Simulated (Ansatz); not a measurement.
**S, between In atomic chains under bias**

Is the junction ohmic, and where does the voltage drop?

Method: DFT PBE, plane waves, PAW; relaxation of a junction, electrodes held but for their tips, in the first sound run; inputs show where later runs differ, in Ansatz 0.2.0.

## 1. The starting structure

The cell holds 31 atoms: 30 In and 1 S. Its edges and angles: a = 6.000 Å, b = 6.000 Å, c = 98.542 Å, α = 90.0°, β = 90.0°, γ = 90.0°. Electrodes: In atomic chain; the apex atoms were set 4.742 Å apart. Regions: lower lead, 15 atoms (15 In); bridge, 1 atom (1 S); upper lead, 15 atoms (15 In). Vacuum lies along a, b and c.

## 2. Relaxation of the scattering region

The bridge and the electrodes' tips relax, while 26 atoms stay at the lead's spacing, so that the ends still repeat as a lead. The cutoff is set under the files' recommended one to save time.

input.yaml reads:

```yaml
crystal:
  lattice:
    - [6.0, 0.0, 0.0]
    - [0.0, 6.0, 0.0]
    - [0.0, 0.0, 98.5424]
  atoms:
    - { symbol: In, position: [0.5, 0.5, 0.0] }
    - { symbol: In, position: [0.5, 0.5, 0.028921561] }
    - { symbol: In, position: [0.5, 0.5, 0.057843121] }
    - { symbol: In, position: [0.5, 0.5, 0.086764682] }
    - { symbol: In, position: [0.5, 0.5, 0.115686243] }
    - { symbol: In, position: [0.5, 0.5, 0.144607803] }
    - { symbol: In, position: [0.5, 0.5, 0.173529364] }
    - { symbol: In, position: [0.5, 0.5, 0.202450925] }
    - { symbol: In, position: [0.5, 0.5, 0.231372485] }
    - { symbol: In, position: [0.5, 0.5, 0.260294046] }
    - { symbol: In, position: [0.5, 0.5, 0.289215607] }
    - { symbol: In, position: [0.5, 0.5, 0.318137167] }
    - { symbol: In, position: [0.5, 0.5, 0.347058728] }
    - { symbol: In, position: [0.5, 0.5, 0.375980289] }
    - { symbol: In, position: [0.5, 0.5, 0.404901849] }
    - { symbol: S, position: [0.5, 0.5, 0.428964588] }
    - { symbol: In, position: [0.5, 0.5, 0.453027326] }
    - { symbol: In, position: [0.5, 0.5, 0.481948887] }
    - { symbol: In, position: [0.5, 0.5, 0.510870448] }
    - { symbol: In, position: [0.5, 0.5, 0.539792008] }
    - { symbol: In, position: [0.5, 0.5, 0.568713569] }
    - { symbol: In, position: [0.5, 0.5, 0.59763513] }
    - { symbol: In, position: [0.5, 0.5, 0.62655669] }
    - { symbol: In, position: [0.5, 0.5, 0.655478251] }
    - { symbol: In, position: [0.5, 0.5, 0.684399812] }
    - { symbol: In, position: [0.5, 0.5, 0.713321372] }
    - { symbol: In, position: [0.5, 0.5, 0.742242933] }
    - { symbol: In, position: [0.5, 0.5, 0.771164494] }
    - { symbol: In, position: [0.5, 0.5, 0.800086054] }
    - { symbol: In, position: [0.5, 0.5, 0.829007615] }
    - { symbol: In, position: [0.5, 0.5, 0.857929176] }
kpoints:
  mp_grid: { grid: [1, 1, 1] }
scf:
  occupations: { method: fermi_dirac, width: 0.1 }
hamiltonian:
  xc: pbe
relax:
  constraints:
    - { sites: [0, 1, 2, 3, 4, 5, 6, 7, 8, 9, 10, 11, 12, 18, 19, 20, 21, 22, 23, 24, 25, 26, 27, 28, 29, 30] }
  f_tol: 0.07
  max_steps: 30
basis:
  ecutwfc: "340 eV"
```

Command:

```
> ansatz run input.yaml --threads 8 --pin off --max-ram 16384MiB --backend cpu --events-out ev --progress --plain --runs-dir out
```

Numbers of over 12 decimals in the logs are rounded to 6 here.

The program printed:

```text
Warning: basis.ecutwfc = 340 eV is below the records' recommended 420 eV, and the density's cutoff is lower with it unless basis.ecutrho_ratio is high enough to keep the records' density cutoff: compare with a run at a higher cutoff
Engine: ansatz 0.2.0, aarch64-unknown-linux-gnu
Pseudopotentials: kind: paw
Pseudopotential: In, paw, valence charge 13, recommended cutoff 420 eV (normal), In.paw.azcp
Pseudopotential: S, paw, valence charge 6, recommended cutoff 420 eV (normal), S.paw.azcp
Functional definition: PBE
  parameter kappa = 0.804
  parameter beta = 0.066725
  exchange = pbe_x(kappa = kappa, mu = beta*pi^2/3)
  correlation = pbe_c(beta = beta)
Crystal: 31 atoms, lattice volume = 3547.526 Å³
Basis set: ecut = 340 eV, 50293 PW (Γ), exchange–correlation on 80×80×1200 points (8 copies of the dense FFT grid, shifted against one another)
Bands: 238, of which v1, the nominal top of the filled ones, is band 198 counted from 1 (197 counted from 0)
Symmetry: 16 space group operations
Space group: P4/mmm (ITA 123), of the structure as read, at distance tolerance 1.5e-4 Å
k-points: 1
Non-local potential: In, projectors of the file, l = 0: 2, l = 1: 2, l = 2: 2, l = 3: 2
Non-local potential: S, projectors of the file, l = 0: 2, l = 1: 2, l = 2: 2
PAW form: soft (Blöchl's): semilocal exchange-correlation on the pseudo side does not see the compensation charge
PAW one-centre angular grid: In, 590 points (default); XC on 64 Gauss nodes
PAW one-centre angular grid: S, 110 points (default); XC on 64 Gauss nodes
Initial density: superposition of atomic densities (neutral atoms: chi_scale 0, normalization atom), corrected by the library's trained network
Initial wavefunctions: pseudopotential atomic-orbital guess
Functional: x = pbe(κ = 0.804, μ = 0.219515), c = pbe(β = 0.066725)
SCF iter   1: F=—  HF=-168799.128603 eV  |F-HF|=—  |Δ(HF+E_count)|=         —  Δρ=3.06e-3  dr2=6.03e1  ethr=1.77e-3  ⟨swp⟩=6.0  Hψ=774  notcnv=0
preconditioner: auto → LDOS  [metal: Δε(μ)=0.153 eV  Ē_g=13.415 eV  σ=0.100 eV  W_gap=0.34  n_scr=402 (ndim 8)  ℏωp=12.4 eV  f_vac=0.526  D(μ)=59.98/eV (n_scr^D=342)  β→1.0]
SCF iter   2: F=—  HF=-168798.811624 eV  |F-HF|=—  |Δ(HF+E_count)|=   3.17e-1  Δρ=2.51e-3  dr2=4.68e1  ethr=1.77e-3  ⟨swp⟩=4.0  Hψ=307  notcnv=0
SCF iter   3: F=—  HF=-168798.699549 eV  |F-HF|=—  |Δ(HF+E_count)|=   1.12e-1  Δρ=9.28e-4  dr2=3.03e0  ethr=1.77e-3  ⟨swp⟩=3.0  Hψ=516  notcnv=0
SCF iter   4: F=—  HF=-168798.680748 eV  |F-HF|=—  |Δ(HF+E_count)|=   1.88e-2  Δρ=5.37e-4  dr2=1.15e0  ethr=7.65e-4  ⟨swp⟩=5.0  Hψ=242  notcnv=0
SCF iter   5: F=—  HF=-168798.677522 eV  |F-HF|=—  |Δ(HF+E_count)|=   3.23e-3  Δρ=3.00e-4  dr2=5.71e-1  ethr=2.91e-4  ⟨swp⟩=1.0  Hψ=274  notcnv=0
SCF iter   6: F=—  HF=-168798.675401 eV  |F-HF|=—  |Δ(HF+E_count)|=   2.12e-3  Δρ=1.19e-4  dr2=9.22e-2  ethr=1.44e-4  ⟨swp⟩=1.0  Hψ=238  notcnv=0
SCF iter   7: F=—  HF=-168798.673036 eV  |F-HF|=—  |Δ(HF+E_count)|=   2.37e-3  Δρ=5.51e-5  dr2=1.37e-2  ethr=2.33e-5  ⟨swp⟩=1.0  Hψ=238  notcnv=0
SCF iter   8: F=—  HF=-168798.672995 eV  |F-HF|=—  |Δ(HF+E_count)|=   4.03e-5  Δρ=3.14e-5  dr2=4.09e-3  ethr=3.45e-6  ⟨swp⟩=1.0  Hψ=238  notcnv=0
SCF iter   9: F=—  HF=-168798.672971 eV  |F-HF|=—  |Δ(HF+E_count)|=   2.42e-5  Δρ=1.08e-5  dr2=2.04e-4  ethr=1.03e-6  ⟨swp⟩=1.0  Hψ=238  notcnv=0
SCF iter  10: F=-168798.672964 eV  HF=-168798.672970 eV  |F-HF|=5.76e-6  |Δ(HF+E_count)|=   8.96e-7  Δρ=3.18e-6  dr2=6.22e-6  ethr=2.53e-8  ⟨swp⟩=3.0  Hψ=549  notcnv=0
smearing: bands 196 to 199 share 4.402 electrons (they would hold 4.000 with every lower band full and every higher one empty; bands counted from 0; each is filled to between 0.5197 and 0.5809 of a full level; at each k-point the levels lie within 2.5e-2 eV, against a smearing width of 0.1000 eV). The entropy term TS of this state is 2.0645 eV
SCF 1 converged in 10 iterations: F = -168798.672964 eV  dr2 = 6.22e-6
  greatest PAW one-centre occupation: 0.983 electrons in one spin orbital (limit 2), on the In atom at site 14 (counted from 0), in its partial waves of l = 2
relax step   1: F+E_penalty+E_count = -168798.67296445 eV  Δ(F+E_penalty+E_count) = +0.000e0 eV  max|allowed force component| = 4.532e-1 eV/Å  Δτ_max = 0.0000 Å  (10 SCF iters, dr2 threshold 1.00e-4 eV, accepted)
Initial density: handed on by an earlier stage of this run
Initial wavefunctions: those handed on with the density
iter 1 solved again at ethr=1.92e-4 eV; its pass at ethr=3.10e-3 eV (dr2=7.59e-1 eV) is discarded
SCF iter   1: F=—  HF=-168798.713318 eV  |F-HF|=—  |Δ(HF+E_count)|=         —  Δρ=5.24e-4  dr2=9.00e-1  ethr=1.92e-4  ⟨swp⟩=1.0  Hψ=574  notcnv=0
eigensolver tolerance schedule calibrated: the retry pair's looser diagonalisation under-reported the residual by θ = 0.16 (0.13/decade); ethr = c·dr2/N_el runs at the constant in force after the calibration composes with the one it found (an armed cap, an earlier calibration), c = 5.9e-2
preconditioner: auto → LDOS  [metal: Δε(μ)=0.117 eV  Ē_g=13.303 eV  σ=0.100 eV  W_gap=0.27  n_scr=402 (ndim 8)  ℏωp=12.4 eV  f_vac=0.544  D(μ)=65.61/eV (n_scr^D=376)  β→1.0]
SCF iter   2: F=—  HF=-168798.709159 eV  |F-HF|=—  |Δ(HF+E_count)|=   4.16e-3  Δρ=2.23e-4  dr2=1.56e-2  ethr=1.35e-4  ⟨swp⟩=1.0  Hψ=238  notcnv=0
SCF iter   3: F=—  HF=-168798.708698 eV  |F-HF|=—  |Δ(HF+E_count)|=   4.61e-4  Δρ=1.52e-4  dr2=2.10e-3  ethr=2.34e-6  ⟨swp⟩=2.0  Hψ=426  notcnv=0
SCF iter   4: F=—  HF=-168798.706593 eV  |F-HF|=—  |Δ(HF+E_count)|=   2.10e-3  Δρ=7.10e-5  dr2=1.20e-3  ethr=3.15e-7  ⟨swp⟩=2.0  Hψ=443  notcnv=0
SCF iter   5: F=—  HF=-168798.706514 eV  |F-HF|=—  |Δ(HF+E_count)|=   7.93e-5  Δρ=1.95e-5  dr2=6.88e-5  ethr=1.80e-7  ⟨swp⟩=2.0  Hψ=438  notcnv=0
SCF iter   6: F=—  HF=-168798.706508 eV  |F-HF|=—  |Δ(HF+E_count)|=   5.62e-6  Δρ=1.02e-5  dr2=1.42e-5  ethr=1.92e-9  ⟨swp⟩=5.0  Hψ=717  notcnv=0
SCF iter   7: F=-168798.706504 eV  HF=-168798.706506 eV  |F-HF|=2.15e-6  |Δ(HF+E_count)|=   1.95e-6  Δρ=4.76e-6  dr2=3.06e-6  ethr=1.92e-9  ⟨swp⟩=4.0  Hψ=701  notcnv=0
smearing: bands 196 to 199 share 4.411 electrons (they would hold 4.000 with every lower band full and every higher one empty; bands counted from 0; each is filled to between 0.5251 and 0.5778 of a full level; at each k-point the levels lie within 2.1e-2 eV, against a smearing width of 0.1000 eV). The entropy term TS of this state is 2.0589 eV
SCF 2 converged in 7 iterations: F = -168798.706504 eV  dr2 = 3.06e-6
  greatest PAW one-centre occupation: 0.983 electrons in one spin orbital (limit 2), on the In atom at site 16 (counted from 0), in its partial waves of l = 2
relax step   2: F+E_penalty+E_count = -168798.70650399 eV  Δ(F+E_penalty+E_count) = -3.354e-2 eV  max|allowed force component| = 6.157e-2 eV/Å  Δτ_max = 0.0667 Å  (7 SCF iters, dr2 threshold 1.28e-5 eV, accepted)
iter 1 solved again at ethr=1.01e-9 eV; its pass at ethr=3.10e-3 eV (dr2=4.01e-6 eV) is discarded
SCF iter   1: F=—  HF=-168798.708334 eV  |F-HF|=—  |Δ(HF+E_count)|=         —  Δρ=4.86e-6  dr2=4.00e-6  ethr=1.01e-9  ⟨swp⟩=3.0  Hψ=613  notcnv=0
preconditioner: auto → LDOS  [metal: Δε(μ)=0.112 eV  Ē_g=13.302 eV  σ=0.100 eV  W_gap=0.26  n_scr=402 (ndim 8)  ℏωp=12.4 eV  f_vac=0.544  D(μ)=65.86/eV (n_scr^D=376)  β→1.0]
SCF iter   2: F=—  HF=-168798.706506 eV  |F-HF|=—  |Δ(HF+E_count)|=   1.83e-3  Δρ=3.74e-6  dr2=3.23e-6  ethr=1.01e-9  ⟨swp⟩=3.0  Hψ=458  notcnv=0
SCF iter   3: F=—  HF=-168798.706506 eV  |F-HF|=—  |Δ(HF+E_count)|=   1.64e-7  Δρ=1.92e-6  dr2=7.01e-7  ethr=8.15e-10  ⟨swp⟩=2.0  Hψ=272  notcnv=0
SCF iter   4: F=—  HF=-168798.706506 eV  |F-HF|=—  |Δ(HF+E_count)|=   9.81e-8  Δρ=9.57e-7  dr2=4.28e-7  ethr=1.77e-10  ⟨swp⟩=2.0  Hψ=291  notcnv=0
SCF iter   5: F=—  HF=-168798.706506 eV  |F-HF|=—  |Δ(HF+E_count)|=   7.97e-9  Δρ=4.32e-7  dr2=1.13e-7  ethr=1.08e-10  ⟨swp⟩=2.0  Hψ=256  notcnv=0
SCF iter   6: F=-168798.706506 eV  HF=-168798.706506 eV  |F-HF|=8.50e-9  |Δ(HF+E_count)|=   9.49e-9  Δρ=3.10e-7  dr2=1.03e-8  ethr=2.53e-11  ⟨swp⟩=4.0  Hψ=513  notcnv=0
smearing: bands 196 to 199 share 4.412 electrons (they would hold 4.000 with every lower band full and every higher one empty; bands counted from 0; each is filled to between 0.5251 and 0.5778 of a full level; at each k-point the levels lie within 2.1e-2 eV, against a smearing width of 0.1000 eV). The entropy term TS of this state is 2.0589 eV
SCF 3 converged in 6 iterations: F = -168798.706506 eV  dr2 = 1.03e-8
relax step   3: F+E_penalty+E_count = -168798.70650567 eV  Δ(F+E_penalty+E_count) = -1.681e-6 eV  max|allowed force component| = 6.173e-2 eV/Å  Δτ_max = 0.0000 Å  (6 SCF iters, accepted)
SCF converged after 6 iterations
Free energy (F): -168798.706506 eV
Harris-Foulkes:  -168798.706506 eV  (|F-HF|=8.50e-9)
Internal energy: -168796.647617 eV  (E = F + TS)
E sigma→0 (E₀):  -168797.677062 eV
Entropy (-TS):   -2.058888 eV (-66.416 meV/atom)
Fermi energy:    0.067897 eV
--- Per-component energies (eV) ---
  E_band       = -4868.444849
  E_kinetic    = 7322.725251
  E_local      = -143815.461312  (includes V_loc(G=0)·N_el)
  E_nonlocal   = 10993.308957
  E_hartree    = 66295.557872
  E_xc         = -6545.008888
  E_vxc        = -3036.472007  (∫ρ·V_xc dr)
  E_paw        = -125131.190226  (= ΣΔE_a)
  E_vpaw       = -8923.667814  (= ΣTr[D̂ρ^β])
  E_aug_tail   = 0.002270  (compensation charges beyond the density's cutoff)
  E_ewald      = 22083.418459
  E_smearing   = -2.058888  (= −TS)
  E_closure    = 0.000000  (closes the sum)
  Σ components = -168798.706506   (vs F -168798.706506, Δ=0.00e0)
--- Forces (eV/Å), atoms counted from 1 ---
  atom   1  In     0.00000000    -0.00000000    -0.45517542
  atom   2  In    -0.00000000    -0.00000000     0.48644399
  atom   3  In     0.00000000     0.00000000    -0.16374053
  atom   4  In     0.00000000     0.00000000    -0.16239328
  atom   5  In     0.00000000     0.00000000    -0.09454077
  atom   6  In     0.00000000    -0.00000000    -0.02600410
  atom   7  In     0.00000000    -0.00000000     0.04318983
  atom   8  In    -0.00000000     0.00000000     0.07796961
  atom   9  In    -0.00000000    -0.00000000     0.06235423
  atom  10  In     0.00000000     0.00000000    -0.00049228
  atom  11  In     0.00000000    -0.00000000    -0.06651287
  atom  12  In    -0.00000000     0.00000000    -0.00821189
  atom  13  In    -0.00000000     0.00000000    -0.36663242
  atom  14  In    -0.00000000    -0.00000000    -0.06173132
  atom  15  In     0.00000000     0.00000000     0.02122620
  atom  16  S     -0.00000000     0.00000000     0.00000000
  atom  17  In     0.00000000     0.00000000    -0.02122620
  atom  18  In    -0.00000000     0.00000000     0.06173132
  atom  19  In    -0.00000000     0.00000000     0.36663242
  atom  20  In    -0.00000000     0.00000000     0.00821189
  atom  21  In     0.00000000     0.00000000     0.06651287
  atom  22  In     0.00000000     0.00000000     0.00049228
  atom  23  In    -0.00000000    -0.00000000    -0.06235423
  atom  24  In     0.00000000    -0.00000000    -0.07796961
  atom  25  In     0.00000000    -0.00000000    -0.04318983
  atom  26  In     0.00000000     0.00000000     0.02600410
  atom  27  In     0.00000000     0.00000000     0.09454077
  atom  28  In     0.00000000     0.00000000     0.16239328
  atom  29  In     0.00000000     0.00000000     0.16374053
  atom  30  In    -0.00000000    -0.00000000    -0.48644399
  atom  31  In     0.00000000     0.00000000     0.45517542
  max |Σ_I F_I| component: 7.64e-25 eV/Å
--- Relaxed structure (3 steps of the walk, 3 accepted, 0 SCFs on fresh bases) ---
  F+E_penalty+E_count = -168798.70650567 eV   max|allowed force component| = 6.173e-2 eV/Å
  atoms:
    - { symbol: In, position: [0.5, 0.5, -1.6129030414125548e-10] }
    - { symbol: In, position: [0.5, 0.5, 0.028922] }
    - { symbol: In, position: [0.5, 0.5, 0.057843] }
    - { symbol: In, position: [0.5, 0.5, 0.086765] }
    - { symbol: In, position: [0.5, 0.5, 0.115686] }
    - { symbol: In, position: [0.5, 0.5, 0.144608] }
    - { symbol: In, position: [0.5, 0.5, 0.173529] }
    - { symbol: In, position: [0.5, 0.5, 0.202451] }
    - { symbol: In, position: [0.5, 0.5, 0.231372] }
    - { symbol: In, position: [0.5, 0.5, 0.260294] }
    - { symbol: In, position: [0.5, 0.5, 0.289216] }
    - { symbol: In, position: [0.5, 0.5, 0.318137] }
    - { symbol: In, position: [0.5, 0.5, 0.347059] }
    - { symbol: In, position: [0.5, 0.5, 0.375303] }
    - { symbol: In, position: [0.5, 0.5, 0.404816] }
    - { symbol: S, position: [0.5, 0.5, 0.428965] }
    - { symbol: In, position: [0.5, 0.5, 0.453113] }
    - { symbol: In, position: [0.5, 0.5, 0.482626] }
    - { symbol: In, position: [0.5, 0.5, 0.510870] }
    - { symbol: In, position: [0.5, 0.5, 0.539792] }
    - { symbol: In, position: [0.5, 0.5, 0.568714] }
    - { symbol: In, position: [0.5, 0.5, 0.597635] }
    - { symbol: In, position: [0.5, 0.5, 0.626557] }
    - { symbol: In, position: [0.5, 0.5, 0.655478] }
    - { symbol: In, position: [0.5, 0.5, 0.684400] }
    - { symbol: In, position: [0.5, 0.5, 0.713321] }
    - { symbol: In, position: [0.5, 0.5, 0.742243] }
    - { symbol: In, position: [0.5, 0.5, 0.771164] }
    - { symbol: In, position: [0.5, 0.5, 0.800086] }
    - { symbol: In, position: [0.5, 0.5, 0.829008] }
    - { symbol: In, position: [0.5, 0.5, 0.857929] }
```

The job ended after 21 s (8 threads of Arm Neoverse V2, shared host; peak memory 2.3 GiB; 2.5 min of CPU time).

Relaxation path:

| step | energy less that of the first step (eV) | largest force component (eV/Å) |
| --- | --- | --- |
| 1 | 0.0000 | 0.4532 |
| 2 | -0.0335 | 0.0616 |
| 3 | -0.0335 | 0.0617 |

Forces are held to the 16 operations that the run works with; a distortion that breaks them can't arise in this run.

The atoms that moved most (Å):

| atom | dx | dy | dz | length |
| --- | --- | --- | --- | --- |
| In14 | 0.000 | 0.000 | -0.067 | 0.067 |
| In18 | 0.000 | 0.000 | 0.067 | 0.067 |
| In17 | 0.000 | 0.000 | 0.008 | 0.008 |
| In15 | 0.000 | 0.000 | -0.008 | 0.008 |

Final coordinates:

```cif
data_structure
_symmetry_space_group_name_H-M 'P 1'
_symmetry_Int_Tables_number 1
_cell_length_a 6.0000
_cell_length_b 6.0000
_cell_length_c 98.5424
_cell_angle_alpha 90.000
_cell_angle_beta 90.000
_cell_angle_gamma 90.000
_cell_volume 3547.53
loop_
_atom_site_label
_atom_site_type_symbol
_atom_site_fract_x
_atom_site_fract_y
_atom_site_fract_z
_atom_site_occupancy
In1 In 0.50000 0.50000 0.00000 1
In2 In 0.50000 0.50000 0.02892 1
In3 In 0.50000 0.50000 0.05784 1
In4 In 0.50000 0.50000 0.08676 1
In5 In 0.50000 0.50000 0.11569 1
In6 In 0.50000 0.50000 0.14461 1
In7 In 0.50000 0.50000 0.17353 1
In8 In 0.50000 0.50000 0.20245 1
In9 In 0.50000 0.50000 0.23137 1
In10 In 0.50000 0.50000 0.26029 1
In11 In 0.50000 0.50000 0.28922 1
In12 In 0.50000 0.50000 0.31814 1
In13 In 0.50000 0.50000 0.34706 1
In14 In 0.50000 0.50000 0.37530 1
In15 In 0.50000 0.50000 0.40482 1
S16 S 0.50000 0.50000 0.42896 1
In17 In 0.50000 0.50000 0.45311 1
In18 In 0.50000 0.50000 0.48263 1
In19 In 0.50000 0.50000 0.51087 1
In20 In 0.50000 0.50000 0.53979 1
In21 In 0.50000 0.50000 0.56871 1
In22 In 0.50000 0.50000 0.59764 1
In23 In 0.50000 0.50000 0.62656 1
In24 In 0.50000 0.50000 0.65548 1
In25 In 0.50000 0.50000 0.68440 1
In26 In 0.50000 0.50000 0.71332 1
In27 In 0.50000 0.50000 0.74224 1
In28 In 0.50000 0.50000 0.77116 1
In29 In 0.50000 0.50000 0.80009 1
In30 In 0.50000 0.50000 0.82901 1
In31 In 0.50000 0.50000 0.85793 1
```

Numbers from this step:

```
energy at zero smearing : -168797.6771 eV
```

The largest force component on a free atom ends at 0.062 eV/Å, under the limit of 0.07. The apex atoms end 4.76 Å apart, and their nearest bridge atoms lie at 2.38 Å (In–S) and 2.38 Å (In–S).

(Continued in part 2 of 2.)

[Logs are printed without paths, hosts, clocks, repeated set-up lines and the standing remarks that a program may print on its own settings, such as how far it seeks lower states.]

[Hosts, paths, dates, database ids (printed as entryN), source tags and the programs' standing remarks are cut or masked in the printed files.]
